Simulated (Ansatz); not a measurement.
# How many bands does the GW gap of SiC (P6_3mc) need?, part 2 of 2

Aim: see how the G0W0 gap of SiC (P6_3mc) on PBE moves with empty bands and screening cutoff, and what each rung costs.

Ansatz 0.2.0; G0W0 on PBE, plane waves, PAW. Known limits of the many-body steps: not at the basis limit.

So far. Step 4 (529 empty bands, screening to 200 eV): Against the run with 6×6×2 mesh, 246 empty bands, screening to 120 eV, the gap moves by +0.13 eV.

### 5. Changing the frequency model: 6×6×2 mesh, 246 empty bands, screening to 120 eV, plasmon pole

A plasmon pole stands in for the full frequency dependence of the screening; this run shows what that costs in accuracy. Bands and cutoff differ from the step before, so it is read against an earlier run that matches them.

The input, input.yaml:

```yaml
crystal:
  lattice:
    - [3.0756941497, 0.0, 0.0]
    - [-1.5378470748, 2.6636292679, 0.0]
    - [0.0, 0.0, 10.07064648]
  atoms:
    - { symbol: Si, position: [0.66666667, 0.33333333, 0.93784198] }
    - { symbol: Si, position: [0.33333333, 0.66666667, 0.43784198] }
    - { symbol: Si, position: [0.0, 0.0, 0.68789438] }
    - { symbol: Si, position: [0.0, 0.0, 0.18789438] }
    - { symbol: C, position: [0.66666667, 0.33333333, 0.74980259] }
    - { symbol: C, position: [0.33333333, 0.66666667, 0.24980259] }
    - { symbol: C, position: [0.0, 0.0, 0.50046005] }
    - { symbol: C, position: [0.0, 0.0, 0.00046005] }
kpoints:
  mp_grid: { grid: [6, 6, 2] }
hamiltonian:
  xc: pbe
scf:
  occupations: { method: fixed }
gw:
  n_empty_bands: 246
  ecut_chi: 120
  qp_bands: [v2, c2]
  qp_kpoints: band_edges
  screening: { model: godby_needs }
```

Started as:

```bash
$ ansatz run input.yaml --threads 3 --pin off --max-ram 92160MiB --backend cuda --events-out ev --progress --plain --runs-dir out --devices 1 --max-vram 13GiB
```

Numbers of over 12 decimals in the logs are rounded to 6 here.

The program printed:

```text
GPUs: using 1 of 1 available (devices: 1).
[...]
GPU FFT provider: cuFFT
GPU libraries: cuBLAS 13.8.2, cuFFT 12.4.0, cuSOLVER 12.3.4
Crystal: 8 atoms, lattice volume = 82.504 Å³
Basis set: ecut = 420 eV, 1605 PW (Γ)
Bands: 24, of which v1, the nominal top of the filled ones, is band 16 counted from 1 (15 counted from 0)
Symmetry: 12 space group operations
[...]
k-points: 14 of 72
[...]
1    18     14.9083    -9.0650    -4.7817   -14.4648  0.8080    15.5286    15.5264  root
[...]
13    15      7.1385   -18.3251     2.7720   -14.9212  0.7884     6.5042     6.5067  root
    13    16      7.1385   -18.3251     2.7720   -14.9212  0.7884     6.5042     6.5067  root
    13    17     12.8315    -6.8414    -4.2436   -11.4568  0.8202    13.2039    13.2033  root
    13    18     12.8315    -6.8414    -4.2436   -11.4568  0.8202    13.2039    13.2033  root
[key lines of the parts left out:]
SCF converged after 6 iterations
Free energy (F): -3548.606253 eV
Fermi energy:    9.591641 eV
```

Run time: 20 s. Hardware: 1 × NVIDIA H100 80GB HBM3 (shared by 6 runs) with 3 threads of AMD EPYC 7R13 (Zen 3), shared host; peak memory 1.4 GiB.

Numbers from this step:

```
bands summed                                 : 262
plasmon-pole fit frequency                   : 23.13 eV
RPA ε∞ on this mesh (eigenvalues)            : 6.941, 7.021, 7.021
plane waves in the screening matrix          : 251
G0W0 gap on the mesh                         : 2.965 eV
k of the valence top                         : 0, 0, 0
k of the conduction bottom                   : 0, -0.5, 0
starting gap on the mesh                     : 2.224 eV
least direct G0W0 gap on the computed points : 4.198 eV
```

Against the run with 6×6×2 mesh, 246 empty bands, screening to 120 eV, the gap moves by −0.04 eV.

### 6. Changing the files: 6×6×2 mesh, 246 empty bands, screening to 120 eV, hard PAW files

Other atomic data (hard PAW) test the pseudisation: the cutoff goes from 420 to 820 eV, with the same valence electrons.

Edit input.yaml of step 5 so:

```diff
@@ -18,2 +18,3 @@
   xc: pbe
+  pseudopotentials: { kind: paw, source: ansatz }
 scf:
@@ -25,2 +26,2 @@
   qp_kpoints: band_edges
-  screening: { model: godby_needs }
+  screening: { model: contour_deformation }
```

The program printed:

```text
GPUs: using 1 of 1 available (devices: 1).
[...]
GPU FFT provider: cuFFT
GPU libraries: cuBLAS 13.8.2, cuFFT 12.4.0, cuSOLVER 12.3.4
Crystal: 8 atoms, lattice volume = 82.504 Å³
Basis set: ecut = 820 eV, 4373 PW (Γ)
Bands: 24, of which v1, the nominal top of the filled ones, is band 16 counted from 1 (15 counted from 0)
Symmetry: 12 space group operations
[...]
k-points: 14 of 72
[...]
1    18     14.9317    -9.0110    -4.8262   -14.4451  0.8016    15.5425    15.5395  root
[...]
13    15      7.1612   -18.3197     2.7239   -14.9181  0.7777     6.4787     6.4835  root
    13    16      7.1612   -18.3197     2.7239   -14.9181  0.7777     6.4787     6.4835  root
    13    17     12.8578    -6.7423    -4.2902   -11.4209  0.8158    13.2471    13.2461  root
    13    18     12.8578    -6.7423    -4.2902   -11.4209  0.8158    13.2471    13.2461  root
[key lines of the parts left out:]
SCF converged after 9 iterations
Free energy (F): -3548.263219 eV
Fermi energy:    9.618575 eV
```

The job ended after 19 s (1 × NVIDIA H100 80GB HBM3 (shared by 6 runs) with 3 threads; peak memory 1.5 GiB; 30 s of CPU time).

Numbers from this step:

- bands summed: 262
- RPA ε∞ on this mesh (eigenvalues): 6.943, 7.024, 7.024
- plane waves in the screening matrix: 251
- G0W0 gap on the mesh: 3.017 eV
- k of the valence top: 0, 0, 0
- k of the conduction bottom: 0, -0.5, 0
- starting gap on the mesh: 2.224 eV
- least direct G0W0 gap on the computed points: 4.272 eV

Against the run with 6×6×2 mesh, 246 empty bands, screening to 120 eV, the gap moves by +0.009 eV.

### 7. Side by side

Times are wall times on 1 × NVIDIA H100 80GB HBM3 (shared by 6 runs) with 3 threads of AMD EPYC 7R13 (Zen 3), shared host, good to a factor of about two.

```csv
mesh,files,frequency,bands summed,cutoff (eV),start (eV),G0W0 (eV),time,host memory (GiB)
6×6×2,default PAW,contour deformation,103,60,2.224,2.756,12 s,1.1
6×6×2,default PAW,contour deformation,262,120,2.224,3.009,31 s,1.3
6×6×2,default PAW,contour deformation,545,200,2.224,3.136,61 s,1.9
6×6×2,default PAW,plasmon pole,262,120,2.224,2.965,20 s,1.4
6×6×2,hard PAW,contour deformation,262,120,2.224,3.017,19 s,1.5
```

How the two edges are built up, in eV (the quasiparticle level is the starting level plus Σx plus Σc less Vxc):

```csv
run,edge,start,Σx,Σc,Vxc,Z,QP
103 bands,valence top,9.59,-18.36,2.67,-15.77,0.80,9.67
103 bands,conduction bottom,11.82,-7.43,-3.75,-11.79,0.82,12.42
262 bands,valence top,9.59,-18.36,2.12,-15.77,0.79,9.12
262 bands,conduction bottom,11.82,-7.43,-4.05,-11.79,0.82,12.13
545 bands,valence top,9.59,-18.36,1.86,-15.77,0.79,8.87
545 bands,conduction bottom,11.82,-7.43,-4.17,-11.79,0.81,12.00
```

### 8. Results

* 103 bands, 60 eV: 2.756 eV
* 262 bands, 120 eV: 3.009 eV
* 545 bands, 200 eV: 3.136 eV
* estimated limit in bands and cutoff: 3.25 eV
* mesh and start: 6×6×2, PBE

In words: A line in one over the bands through the two highest rungs gives 3.25 eV, +0.12 eV from the top rung; the pair below gives 3.17 eV, so the estimate is still climbing. The rungs stand 0.50 eV (103 bands), 0.24 eV (262 bands) and 0.12 eV (545 bands) from it. From 103 to 545 bands the gap moves by +0.38 eV while the time grows 5.1-fold. Σc changes by −0.80 eV at the valence top and −0.42 eV at the conduction bottom, so both edges matter. The plasmon-pole model gives −0.04 eV against contour deformation, 6 % of the correction. Hard PAW files move the gap by +0.01 eV at equal bands and cutoff, −0.0004 eV of it in the start.

[Paths, hosts, dates, memory and timing lines, banners, echoed tables and standing remarks are left out of the program output.]

[Logs are printed without paths, hosts, clocks, repeated set-up lines and the standing remarks that a program may print on its own settings, such as how far it seeks lower states.]

[Runs of the session that timed out or met a known fault of the program may be left out.]

[Cells called generated may have been cut or substituted from an entry of the Crystallography Open Database or the Materials Project.]

[Hosts, paths, dates, database ids (printed as entryN), source tags and the programs' standing remarks are cut or masked in the printed files.]
